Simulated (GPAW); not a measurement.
# SnSe (Pnma): G0W0 with GPAW, start to end

Aim: the G0W0 gap of SnSe (Pnma) on PBE, step by step.

Method: PBE and many-body steps on it, plane waves, in GPAW 26.7.0.

The database entry behind the starting cell differs from other determinations of this structure, so it need not match the best structure at room temperature.

## 1. The starting structure

The structure is orthorhombic, space group Pnma (No. 62). The conventional cell has a = 11.420 Å, b = 4.190 Å, c = 4.460 Å, α = 90.00°, β = 90.00°, γ = 90.00°. Sn has 5 Se at 2.69 to 3.32 Å nearest. Nearest to Se lie 5 Sn at 2.69 to 3.32 Å. Farther neighbours, and contacts between anions beyond the nearest, are not listed.

The cell and positions come from the Crystallography Open Database and are kept as given unless a step says otherwise.

## 2. Ground state

This step: GPAW 26.7.0; DFT, PBE, plane waves, PAW.

The ground-state density comes first.

The input, run.py:

```python
import json
import numpy as np
from gpaw.mpi import world
from ase import Atoms
from gpaw import GPAW, PW, FermiDirac

atoms = Atoms(['Sn', 'Sn', 'Sn', 'Sn', 'Se', 'Se', 'Se', 'Se'],
    cell=[[11.4200000000, 0.0000000000, 0.0000000000],
      [0.0000000000, 4.1900000000, 0.0000000000],
      [0.0000000000, 0.0000000000, 4.4600000000]],
    scaled_positions=[[0.1230000000, 0.2500000000, 0.0910000000],
      [0.3770000000, 0.7500000000, 0.5910000000],
      [0.6230000000, 0.2500000000, 0.4090000000],
      [0.8770000000, 0.7500000000, 0.9090000000],
      [0.3570000000, 0.2500000000, 0.0160000000],
      [0.1430000000, 0.7500000000, 0.5160000000],
      [0.8570000000, 0.2500000000, 0.4840000000],
      [0.6430000000, 0.7500000000, 0.9840000000]],
    pbc=(True, True, True))
calc = GPAW(mode=PW(450),
    xc='PBE',
    kpts={'size': (2, 6, 6), 'gamma': True},
    occupations=FermiDirac(0.001),
    nbands=-10,
    convergence={'density': 1e-6, 'bands': -3},
    maxiter=100,
    txt='gs.txt')
atoms.calc = calc
res = {'energy': atoms.get_potential_energy()}
kpts = calc.get_ibz_k_points()
res['kpts'] = kpts
res['eigenvalues'] = [calc.get_eigenvalues(kpt=k) for k in range(len(kpts))]
res['n_electrons'] = calc.get_number_of_electrons()
calc.write('gs.gpw')

if world.rank == 0:
    with open('result.json', 'w') as f:
        json.dump(res, f, default=lambda x: x.tolist())
```

The run is started by

```sh
$ mpirun -n 8 gpaw python run.py
```

What it wrote:

```text
__  _  _
 | _ |_)|_||  |
 |__||  | ||/\| - 26.7.0

Input parameters:
  mode=PW(ecut=450.000000),
  convergence={'density': 1e-06, 'bands': -3},
  kpts=MonkhorstPack(size=(2, 6, 6), gamma=True),
  maxiter=100,
  nbands=-10,
  occupations=Occupations(name='fermi-dirac', width=0.001, fixmagmom=False),
  xc=XC(name='PBE')
  [... matrices ...]
Diagonalizing LCAO Hamiltonian
Converting LCAO to pw mode
    .---------------------------.
   /|                Se     Sn  |
  / |                           |
 *  |  Se     Sn                |
 |  |                           |
 |  .--------------Sn-----Se----.
 | /                           /
 |/  Sn     Se                /
 *---------------------------*

Atoms  # Å, Bohr magnetons
|   | symbol |         x |        y |        z |    initial magnetic moments |
| 0 |     Sn |  1.404660 | 1.047500 | 0.405860 | ( 0.0000,  0.0000,  0.0000) |
| 1 |     Sn |  4.305340 | 3.142500 | 2.635860 | ( 0.0000,  0.0000,  0.0000) |
| 2 |     Sn |  7.114660 | 1.047500 | 1.824140 | ( 0.0000,  0.0000,  0.0000) |
| 3 |     Sn | 10.015340 | 3.142500 | 4.054140 | ( 0.0000,  0.0000,  0.0000) |
| 4 |     Se |  4.076940 | 1.047500 | 0.071360 | ( 0.0000,  0.0000,  0.0000) |
| 5 |     Se |  1.633060 | 3.142500 | 2.301360 | ( 0.0000,  0.0000,  0.0000) |
| 6 |     Se |  9.786940 | 1.047500 | 2.158640 | ( 0.0000,  0.0000,  0.0000) |
| 7 |     Se |  7.343060 | 3.142500 | 4.388640 | ( 0.0000,  0.0000,  0.0000) |

Unit cell  # Å
| periodic |         x |        y |        z |   lengths |    angles |
|      yes | 11.420000 | 0.000000 | 0.000000 | 11.420000 | 90.000000 |
|      yes |  0.000000 | 4.190000 | 0.000000 |  4.190000 | 90.000000 |
|      yes |  0.000000 | 0.000000 | 4.460000 |  4.460000 | 90.000000 |

Number of symmetries: 2
Symmetry operations  # r_c * U_cc + t_c -> r_c
|   | kind |            matrix            |
| 0 |  E   |  1, 0, 0,  0, 1, 0,  0, 0, 1 |
| 1 |  i   | -1, 0, 0,  0,-1, 0,  0, 0,-1 |

BZ-sampling:
  Number of BZ points: 72
  Number of IBZ points: 40

  Monkhorst-Pack size: [2, 6, 6]
  Monkhorst-Pack shift: [0.25, 0.083333, 0.083333]

K-points  # in reciprocal-cell coordinates
|     |                                coordinates |     weight |
|   0 | (  0.00000000,   0.00000000,   0.00000000) | 0.01388889 |
|   1 | (  0.00000000,   0.00000000,   0.16666667) | 0.02777778 |
|   2 | (  0.00000000,   0.00000000,   0.33333333) | 0.02777778 |
|   3 | (  0.00000000,   0.00000000,   0.50000000) | 0.01388889 |
|   4 | (  0.00000000,   0.16666667,  -0.33333333) | 0.02777778 |
|   5 | (  0.00000000,   0.16666667,  -0.16666667) | 0.02777778 |
|   6 | (  0.00000000,   0.16666667,   0.00000000) | 0.02777778 |
|   7 | (  0.00000000,   0.16666667,   0.16666667) | 0.02777778 |
|   8 | (  0.00000000,   0.16666667,   0.33333333) | 0.02777778 |
|   9 | (  0.00000000,   0.16666667,   0.50000000) | 0.02777778 |
| ... |                                            |            |
|  39 | (  0.50000000,   0.50000000,   0.50000000) | 0.01388889 |

Plane wave coefficients: 4644
Cutoff: 450.000000 eV

Spin-components: 1 (collinear spins)
Bands:           50
Projectors:      44
Spin-degeneracy: 2
Datatype:        complex128

  Storage: CPU
  Wave functions: 148_064_000 bytes (18_508_000 per core)
  Projectors: 82_915_840 bytes (10_364_480 per core)
  [... matrices ...]
Parallelization:
  kpt:    8
  domain: 1
  band:   1

Density:
  Valence electrons: 80.0
  Components: 1
  Grid points: [56 21 24]
  Charge: 0.0  # |e|

Potential:
  Grid points: [56 21 24]

species:
  Sn:
    name:    Tin
    Z:       50.0
    valence: 14
    core:    36
    charge:  0.0  # [|e|]
    compensation charges:
      type: gauss
      rc: 0.38  # [Å]
      lmax: 2
    cutoffs:
      filter: 2.23  # [Å]
      core: 2.35  # [Å]
    projectors
    | kind |    occ | energy [eV] | rcut [Å] |
    |   5s |  2.000 |     -10.538 |    1.201 |
    |   5p |  2.000 |      -3.696 |    1.270 |
    |   4d | 10.000 |     -25.845 |    1.185 |
    |    s |        |      16.674 |    1.201 |
    |    p |        |      23.515 |    1.270 |
    |    d |        |       1.367 |    1.185 |

    Using partial waves for Sn as LCAO basis

  Se:
    name:    Selenium
    Z:       34.0
    valence: 6
    core:    28
    charge:  0.0  # [|e|]
    compensation charges:
      type: gauss
      rc: 0.27  # [Å]
      lmax: 2
    cutoffs:
      filter: 1.77  # [Å]
      core: 2.67  # [Å]
    projectors
    | kind |    occ | energy [eV] | rcut [Å] |
    |   4s |  2.000 |     -17.277 |    0.847 |
    |   4p |  4.000 |      -6.512 |    1.005 |
    |    s |        |       9.935 |    0.847 |
    |    p |        |      20.699 |    1.005 |
    |    d |        |       0.000 |    0.847 |

    Using partial waves for Se as LCAO basis

Reference energy: -936456.901751  # eV

eigensolver:
  PPCG
  Converge bands: -3
  niter=2

density mixing:
  MSR1-Mixer
  Pratt-step length: 0.05
  Maximum mixing coefficient: 0.75
  Old densities: 10
  SVD Regularization: 0.005
  Good broyden scale: 1.0
  Trust region scale: 1.0
  Backstep threshold: 4.0
  History deletion threshold: 6.0
  Fourier metric: weight=20.0, sigma=0.015

occupation numbers:
  Fermi-Dirac:
    width: 0.0010  # eV

poisson solver:
  ecut: 3600.000000  # eV

xc functional:
  name: PBE with 2 nearest neighbor stencil

Initialization done in: 2.034 s

convergence criteria:
- Maximum integral of absolute [dens]ity change: 1e-06 electrons / valence electron
- Maximum [total energy] change in last 3 cyles: 0.0005 eV / valence electron
- Maximum integral of absolute [eigenst]ate change: 4e-08 eV^2 / valence electron
maximum number of iterations: 100

SCF iterations
|iter     |     time |      energy | eigst |  dens |
|iter:   1|  |  -33.944235 | +0.35 |       |
|iter:   2|  |  -33.832359 | -0.77 | -1.31 |
|iter:   3|  |  -33.375428 | -1.19 | -1.36 |
|iter:   4|  |  -33.363011 | -1.71 | -1.81 |
|iter:   5|  |  -33.360405c| -2.25 | -2.26 |
|iter:   6|  |  -33.360826c| -2.68 | -2.64 |
|iter:   7|  |  -33.360894c| -3.00 | -3.28 |
|iter:   8|  |  -33.360898c| -3.22 | -3.89 |
|iter:   9|  |  -33.360899c| -3.49 | -4.62 |
|iter:  10|  |  -33.360899c| -3.68 | -5.11 |
|iter:  11|  |  -33.360899c| -3.87 | -5.83 |
|iter:  12|  |  -33.360899c| -3.90 | -6.18c|
|iter:  13|  |  -33.360899c| -4.13 | -6.75c|
|iter:  14|  |  -33.360899c| -4.46 | -7.15c|
|iter:  15|  |  -33.360899c| -4.61 | -7.65c|
|iter:  16|  |  -33.360899c| -5.08 | -7.80c|
|iter:  17|  |  -33.360899c| -3.40 | -8.27c|
|iter:  18|  |  -33.360899c| -4.45 | -8.64c|
|iter:  19|  |  -33.360899c| -5.27 | -8.81c|
|iter:  20|  |  -33.360899c| -5.92 | -8.93c|
|iter:  21|  |  -33.360899c| -6.41 | -9.23c|
|iter:  22|  |  -33.360899c| -6.71 | -9.62c|
|iter:  23|  |  -33.360899c| -7.12 | -9.62c|
|iter:  24|  |  -33.360899c| -7.44c| -9.92c|

Converged in 24 steps
SCF loop duration: 53.855 s (2.244 s/step)
Energy contributions relative to reference atoms: (reference = -936456.901751)
  [... matrices ...]
Energy contributions:
  Kinetic:          60.693868
  Coulomb:         -59.945534
  Zero:             -0.119576
  External:          0.000000
  Xc:              -33.989656
  Entropy:          -0.000000
  Spinorbit:         0.000000
  ----------------------------
  Free energy:     -33.360899
  Extrapolated:    -33.360899

dipole moment: (0.000195, 0.000071, 0.000076)  # |e|*Ang

Fermi level: 6.304
Eigenvalues  # (at kpt = [0.000, 0.000, 0.000])
| band index |      eig [eV] | occ [0-2] |
|          0 |       -15.381 |     2.000 |
|        ... |               |           |
|         32 |         3.043 |     2.000 |
|         33 |         3.109 |     2.000 |
|         34 |         3.722 |     2.000 |
|         35 |         4.127 |     2.000 |
|         36 |         4.404 |     2.000 |
|         37 |         4.772 |     2.000 |
|         38 |         5.186 |     2.000 |
|         39 |         5.403 |     2.000 |
|         40 |         6.747 |     0.000 |
[...]
|         44 |         9.291 |     0.000 |
|         45 |         9.328 |     0.000 |
|         46 |        10.281 |     0.000 |
|         47 |        10.469 |     0.000 |
|        ... |               |           |
|         49 |        10.592 |     0.000 |

Gap: 0.533 eV
Transition (v -> c):
  (s=0, k=2, n=39, [0.00, 0.00, 0.33]) -> (s=0, k=12, n=40, [0.00, 0.33, 0.00])
Direct/indirect transitions are different
Direct gap: 0.700 eV
Transition at: (s=0, k=12, n=39, [0.00, 0.33, 0.00])
# Writing to gs.gpw (mode='')
  [... matrices ...]
```

The job ended after 58 s (8 MPI ranks of Arm Neoverse V1, shared host; peak memory 1.8 GiB; 7.7 min of CPU time).

Numbers from this step:

* total energy: -33.36 eV
* gap: 0.5330 eV
* k of the valence top: 0, 0, 0.3333
* k of the conduction bottom: 0, 0.3333, 0
* least direct gap: 0.7003 eV

The gap is indirect, with the least direct gap 0.17 eV higher.

## 3. Bands along the symmetry lines

Levels along a band path, at the cheap level, show where the edges lie and whether the meshes to come will hold them.

The input, run.py:

```python
import json
import numpy as np
from gpaw.mpi import world
from gpaw import GPAW

path = [[0.000000, 0.000000, 0.000000],
    [0.062500, 0.000000, 0.000000],
    [0.125000, 0.000000, 0.000000],
    [0.187500, 0.000000, 0.000000],
    [0.250000, 0.000000, 0.000000],
    [0.312500, 0.000000, 0.000000],
    [0.375000, 0.000000, 0.000000],
    [0.437500, 0.000000, 0.000000],
    [0.500000, 0.000000, 0.000000],
    [0.500000, 0.062500, 0.000000],
    [0.500000, 0.125000, 0.000000],
    [0.500000, 0.187500, 0.000000],
    [0.500000, 0.250000, 0.000000],
    [0.500000, 0.312500, 0.000000],
    [0.500000, 0.375000, 0.000000],
    [0.500000, 0.437500, 0.000000],
    [0.500000, 0.500000, 0.000000],
    [0.437500, 0.500000, 0.000000],
    [0.375000, 0.500000, 0.000000],
    [0.312500, 0.500000, 0.000000],
    [0.250000, 0.500000, 0.000000],
    [0.187500, 0.500000, 0.000000],
    [0.125000, 0.500000, 0.000000],
    [0.062500, 0.500000, 0.000000],
    [0.000000, 0.500000, 0.000000],
    [0.000000, 0.437500, 0.000000],
    [0.000000, 0.375000, 0.000000],
    [0.000000, 0.312500, 0.000000],
    [0.000000, 0.250000, 0.000000],
    [0.000000, 0.187500, 0.000000],
    [0.000000, 0.125000, 0.000000],
    [0.000000, 0.062500, 0.000000],
    [0.000000, 0.000000, 0.000000],
    [0.000000, 0.000000, 0.062500],
    [0.000000, 0.000000, 0.125000],
    [0.000000, 0.000000, 0.187500],
    [0.000000, 0.000000, 0.250000],
    [0.000000, 0.000000, 0.312500],
    [0.000000, 0.000000, 0.375000],
    [0.000000, 0.000000, 0.437500],
    [0.000000, 0.000000, 0.500000],
    [0.062500, 0.000000, 0.500000],
    [0.125000, 0.000000, 0.500000],
    [0.187500, 0.000000, 0.500000],
    [0.250000, 0.000000, 0.500000],
    [0.312500, 0.000000, 0.500000],
    [0.375000, 0.000000, 0.500000],
    [0.437500, 0.000000, 0.500000],
    [0.500000, 0.000000, 0.500000],
    [0.500000, 0.062500, 0.500000],
    [0.500000, 0.125000, 0.500000],
    [0.500000, 0.187500, 0.500000],
    [0.500000, 0.250000, 0.500000],
    [0.500000, 0.312500, 0.500000],
    [0.500000, 0.375000, 0.500000],
    [0.500000, 0.437500, 0.500000],
    [0.500000, 0.500000, 0.500000],
    [0.437500, 0.500000, 0.500000],
    [0.375000, 0.500000, 0.500000],
    [0.312500, 0.500000, 0.500000],
    [0.250000, 0.500000, 0.500000],
    [0.187500, 0.500000, 0.500000],
    [0.125000, 0.500000, 0.500000],
    [0.062500, 0.500000, 0.500000],
    [0.000000, 0.500000, 0.500000],
    [0.000000, 0.437500, 0.500000],
    [0.000000, 0.375000, 0.500000],
    [0.000000, 0.312500, 0.500000],
    [0.000000, 0.250000, 0.500000],
    [0.000000, 0.187500, 0.500000],
    [0.000000, 0.125000, 0.500000],
    [0.000000, 0.062500, 0.500000],
    [0.000000, 0.000000, 0.500000],
    [0.500000, 0.000000, 0.000000],
    [0.500000, 0.000000, 0.062500],
    [0.500000, 0.000000, 0.125000],
    [0.500000, 0.000000, 0.187500],
    [0.500000, 0.000000, 0.250000],
    [0.500000, 0.000000, 0.312500],
    [0.500000, 0.000000, 0.375000],
    [0.500000, 0.000000, 0.437500],
    [0.500000, 0.000000, 0.500000],
    [0.000000, 0.500000, 0.000000],
    [0.000000, 0.500000, 0.062500],
    [0.000000, 0.500000, 0.125000],
    [0.000000, 0.500000, 0.187500],
    [0.000000, 0.500000, 0.250000],
    [0.000000, 0.500000, 0.312500],
    [0.000000, 0.500000, 0.375000],
    [0.000000, 0.500000, 0.437500],
    [0.000000, 0.500000, 0.500000],
    [0.500000, 0.500000, 0.000000],
    [0.500000, 0.500000, 0.062500],
    [0.500000, 0.500000, 0.125000],
    [0.500000, 0.500000, 0.187500],
    [0.500000, 0.500000, 0.250000],
    [0.500000, 0.500000, 0.312500],
    [0.500000, 0.500000, 0.375000],
    [0.500000, 0.500000, 0.437500],
    [0.500000, 0.500000, 0.500000]]
calc = GPAW('gs.gpw').fixed_density(kpts=path,
    symmetry='off',
    nbands=50,
    convergence={'bands': 46},
    txt='bands.txt')
res = {}
kpts = calc.get_ibz_k_points()
res['kpts'] = kpts
res['eigenvalues'] = [calc.get_eigenvalues(kpt=k) for k in range(len(kpts))]
res['n_electrons'] = calc.get_number_of_electrons()

if world.rank == 0:
    with open('result.json', 'w') as f:
        json.dump(res, f, default=lambda x: x.tolist())
```

The run is started by

```sh
$ mpirun -n 8 gpaw python run.py
```

What it wrote:

```text
Diagonalizing LCAO Hamiltonian
Converting LCAO to pw mode
convergence criteria:
- Maximum integral of absolute [eigenst]ate change: 4e-08 eV^2 / valence electron
maximum number of iterations: 100

SCF iterations
|iter     |     time |      energy | eigst |  dens |
|iter:   1|  |             | +0.36 |       |
|iter:   2|  |             | -0.66 |       |
|iter:   3|  |             | -1.43 |       |
[...]
|iter:  17|  |             | -6.84 |       |
|iter:  18|  |             | -7.16 |       |
|iter:  19|  |             | -7.46c|       |
SCF steps: 19
  __  _  _
 | _ |_)|_||  |
 |__||  | ||/\| - 26.7.0

Input parameters:
  mode=PW(ecut=450.000000),
  convergence={'bands': 46},
  gpts=array([56, 21, 24]),
  kpts=KPoints(kpts=array([[0.    , 0.    , 0.    ],
         [0.0625, 0.    , 0.    ],
         [0.125 , 0.    , 0.    ],
         [0.1875, 0.    , 0.    ],
         [0.25  , 0.    , 0.    ],
         [0.3125, 0.    , 0.    ],
         [0.375 , 0.    , 0.    ],
[...]
[0.5   , 0.0625, 0.    ],
[...]
[0.5   , 0.1875, 0.    ],
[...]
[0.5   , 0.3125, 0.    ],
[...]
[0.    , 0.    , 0.0625],
[...]
[0.    , 0.    , 0.1875],
[...]
[0.    , 0.    , 0.3125],
[...]
[0.1875, 0.5   , 0.5   ],
[...]
[0.0625, 0.5   , 0.5   ],
[...]
[0.    , 0.1875, 0.5   ],
[...]
[0.    , 0.0625, 0.5   ],
[...]
[0.5   , 0.5   , 0.25  ],
         [0.5   , 0.5   , 0.3125],
         [0.5   , 0.5   , 0.375 ],
         [0.5   , 0.5   , 0.4375],
         [0.5   , 0.5   , 0.5   ]])),
  maxiter=100,
  nbands=50,
  occupations=Occupations(name='fermi-dirac', width=0.001, fixmagmom=False),
  parallel={},
  symmetry=Symmetry(point_group=False, time_reversal=False),
  xc=XC(name='PBE')
```

The job ended after 1.7 min (8 MPI ranks; peak memory 2.2 GiB; 13 min of CPU time).

This step gave:

| Quantity | Value |
| --- | --- |
| gap | 0.5865 eV |
| k of the valence top | 0, 0, 0.3125 |
| k of the conduction bottom | 0, 0.3125, 0 |
| least direct gap | 0.6562 eV |

The gap is 0.586 eV, +0.053 eV from the run before at this level.

Electronic bands along the path, in eV, zero at the top of the highest filled band:

| point | band 37 | band 38 | band 39 | band 40 | band 41 | band 42 | band 43 | band 44 |
| --- | --- | --- | --- | --- | --- | --- | --- | --- |
| Γ | -1.52 | -1.16 | -0.74 | -0.52 | 0.82 | 2.98 | 3.07 | 3.10 |
| halfway | -1.74 | -1.60 | -0.69 | -0.54 | 1.61 | 2.77 | 2.88 | 3.28 |
| X | -1.81 | -1.81 | -0.60 | -0.60 | 2.67 | 2.67 | 2.86 | 2.86 |
| halfway | -1.54 | -1.54 | -0.47 | -0.47 | 1.61 | 1.61 | 2.42 | 2.42 |
| S | -0.97 | -0.97 | -0.97 | -0.97 | 1.43 | 1.43 | 1.43 | 1.43 |
| halfway | -1.05 | -1.05 | -0.81 | -0.81 | 1.11 | 1.11 | 1.54 | 1.54 |
| Y | -0.99 | -0.99 | -0.71 | -0.71 | 0.94 | 0.94 | 1.43 | 1.43 |
| halfway | -1.40 | -0.81 | -0.75 | -0.27 | 1.03 | 1.24 | 2.27 | 2.47 |
| Γ | -1.52 | -1.16 | -0.74 | -0.52 | 0.82 | 2.98 | 3.07 | 3.10 |
| halfway | -1.19 | -1.05 | -0.60 | -0.26 | 1.14 | 1.45 | 2.12 | 2.15 |
| Z | -0.74 | -0.74 | -0.27 | -0.27 | 1.29 | 1.29 | 1.61 | 1.61 |
| halfway | -0.61 | -0.61 | -0.24 | -0.24 | 1.21 | 1.21 | 1.65 | 1.65 |
| U | -0.51 | -0.51 | -0.25 | -0.25 | 1.28 | 1.28 | 1.63 | 1.63 |
| halfway | -1.72 | -1.72 | -1.10 | -1.10 | 2.49 | 2.49 | 3.07 | 3.07 |
| R | -1.50 | -1.50 | -1.50 | -1.50 | 2.65 | 2.65 | 2.65 | 2.65 |
| halfway | -1.92 | -1.92 | -1.40 | -1.40 | 2.71 | 2.71 | 2.95 | 2.95 |
| T | -2.21 | -2.21 | -1.48 | -1.48 | 2.89 | 2.89 | 3.14 | 3.14 |
| halfway | -1.46 | -1.46 | -0.91 | -0.91 | 1.62 | 1.62 | 2.98 | 2.98 |
| Z | -0.74 | -0.74 | -0.27 | -0.27 | 1.29 | 1.29 | 1.61 | 1.61 |
| jump to X | -1.81 | -1.81 | -0.60 | -0.60 | 2.67 | 2.67 | 2.86 | 2.86 |
| halfway | -1.22 | -1.22 | -0.61 | -0.61 | 1.97 | 1.97 | 2.47 | 2.47 |
| U | -0.51 | -0.51 | -0.25 | -0.25 | 1.28 | 1.28 | 1.63 | 1.63 |
| jump to Y | -0.99 | -0.99 | -0.71 | -0.71 | 0.94 | 0.94 | 1.43 | 1.43 |
| halfway | -1.97 | -1.97 | -0.92 | -0.92 | 1.44 | 1.44 | 2.86 | 2.86 |
| T | -2.21 | -2.21 | -1.48 | -1.48 | 2.89 | 2.89 | 3.14 | 3.14 |
| jump to S | -0.97 | -0.97 | -0.97 | -0.97 | 1.43 | 1.43 | 1.43 | 1.43 |

## 4. Empty states on the mesh, 2×4×4 mesh, 728 bands

The sums over transitions need many empty states on a uniform mesh; this step solves for them.

The input, run.py:

```python
import json
import numpy as np
from gpaw.mpi import world
from gpaw import GPAW

calc = GPAW('gs.gpw').fixed_density(kpts={'size': (2, 4, 4), 'gamma': True},
    parallel={'domain': 1, 'band': 1},
    txt='nscf.txt')
calc.diagonalize_full_hamiltonian(nbands=728)
calc.write('full.gpw', mode='all')
res = {}
kpts = calc.get_ibz_k_points()
res['kpts'] = kpts
res['eigenvalues'] = [calc.get_eigenvalues(kpt=k) for k in range(len(kpts))]
res['n_electrons'] = calc.get_number_of_electrons()

if world.rank == 0:
    with open('result.json', 'w') as f:
        json.dump(res, f, default=lambda x: x.tolist())
```

The run is started by

```sh
$ mpirun -n 8 gpaw python run.py
```

What it wrote:

```text
Diagonalizing LCAO Hamiltonian
Converting LCAO to pw mode
convergence criteria:
- Maximum integral of absolute [eigenst]ate change: 4e-08 eV^2 / valence electron
maximum number of iterations: 100

SCF iterations
|iter     |     time |      energy | eigst |  dens |
|iter:   1|  |             | +0.38 |       |
|iter:   2|  |             | -0.78 |       |
|iter:   3|  |             | -1.55 |       |
[...]
|iter:  20|  |             | -6.72 |       |
|iter:  21|  |             | -7.19 |       |
|iter:  22|  |             | -7.61c|       |
SCF steps: 22
  __  _  _
 | _ |_)|_||  |
 |__||  | ||/\| - 26.7.0

Input parameters:
  mode=PW(ecut=450.000000),
  convergence={'density': 1e-06, 'bands': -3},
  gpts=array([56, 21, 24]),
  kpts=MonkhorstPack(size=(2, 4, 4), gamma=True),
  maxiter=100,
  nbands=50,
  occupations=Occupations(name='fermi-dirac', width=0.001, fixmagmom=False),
  parallel={'domain': 1, 'band': 1},
  xc=XC(name='PBE')
Matrix size: 4637x4637
# Writing to full.gpw (mode='all')
  [... matrices ...]

timing:  # [seconds]
  Total: 344.951  # ━━━━━━━━━━━━━━━━━━━━━━━━━━━━━━━━━━━━━━━━━━━━━━━━━━━━━━━━━
```

Wall time 6.2 min (8 MPI ranks); peak memory 17 GiB.

Read from the output:

```
gap                                                           : 1.068 eV
k of the valence top                                          : 0.5, 0, 0.5
k of the conduction bottom                                    : 0, 0, 0
least direct gap                                              : 1.300 eV
k points computed                                             : 20
lowest point of the top converged band, above the valence top : 115.6182 eV
```

On this mesh the gap is 1.068 eV. The earlier step found 0.533 eV, so this mesh misses an edge.

(Part 1 of 2 ends here.)

[Long decimals in the printed logs are rounded to 6 places.]

[Logs are printed without paths, hosts, clocks, repeated set-up lines and the standing remarks that a program may print on its own settings, such as how far it seeks lower states.]

[Paths, hosts, dates, memory and timing lines, banners, echoed tables and standing remarks are left out of the program output; an Ansatz launch command may be rebuilt from the run's recorded settings. Measured values are a selection of at most five: reports struck by readers or far from the other reports are left out. None is set beside runs whose start may be inverted or whose files or cutoffs have a known fault.]

[Runs of the session that timed out or met a known fault of the program may be left out.]

[Hosts, paths, dates, database ids (printed as entryN), source tags and the programs' standing remarks are cut or masked in the printed files.]

[Where the starting crystal was built by hand or by swapping elements, it need not be the compound's stable phase.]
